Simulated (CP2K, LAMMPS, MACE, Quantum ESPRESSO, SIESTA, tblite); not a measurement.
# Bulk modulus two ways: glassy 45P2O5-55ZnO (mol %) (85 atoms), QE, PBE

The cell holds 85 atoms (18 P, 11 Zn and 56 O). Recipe: 85 atoms (18 P, 11 Zn, 56 O) placed at random at 3.06 g/cm³, melted at 4000 K for 10 ps at fixed volume with the Morse and Coulomb pair potential with partial charges (Pedone, Malavasi, Menziani, Cormack and Segre, J. Phys. Chem. B 110, 11780 (2006)). Quenched from 4000 K to 300 K at 500 K/ps and fixed volume, held 10 ps at zero pressure, then minimised at fixed cell. Then the atoms were relaxed with MACE MP-0b3 medium in the fixed cell.

Calculated with Quantum ESPRESSO 7.5: PBE; plane waves, SSSP efficiency, 60/480 Ry; k-points Γ. The cell is scaled evenly by ±3 % in volume, and MACE MP-0b3 medium relaxes the atoms at each volume before the single point.

```
volume (Å³/atom)  energy less the middle row's (meV/atom)  pressure (GPa)
          14.213                                   -0.544           1.159
          14.652                                    0.000           0.060
          15.092                                    3.188          -0.955
```

**Question.** Find the bulk modulus at the middle volume from the pressures and from the energies, and check the printed pressure against the slope of the energy (1 meV/Å³ = 0.16022 GPa).

**Working.**

The step is h = 0.4396 Å³. From pressures: B = −V dP/dV = 14.652 × (1.159 − (-0.955)) / (2 × 0.4396) = 35.2 GPa.

From energies: B = V d²E/dV² = 14.652 × (-0.544 + (3.188)) / 0.4396² = 200.5 meV/Å³ = 32.1 GPa.

Slope: P = −dE/dV = −(3.188 − (-0.544)) / (2 × 0.4396) = -4.25 meV/Å³ = -0.68 GPa, against 0.06 GPa printed.

The two moduli agree within 9 %.

A central difference over ±3 % overstates P by about B(1 + B′)(0.03)²/6, some 0.03 GPa for B′ = 4, which is small against the gap found. The atoms follow MACE MP-0b3 medium, so this level's forces do work along the path, which enters the energies but not the printed pressures.

Limits: three points, a static cell at zero temperature, the cell shape held.

[Logs are printed without paths, hosts, clocks, repeated set-up lines and the standing remarks that a program may print on its own settings, such as how far it seeks lower states.]

[Hosts, paths, dates, database ids (printed as entryN), source tags and the programs' standing remarks are cut or masked in the printed files.]
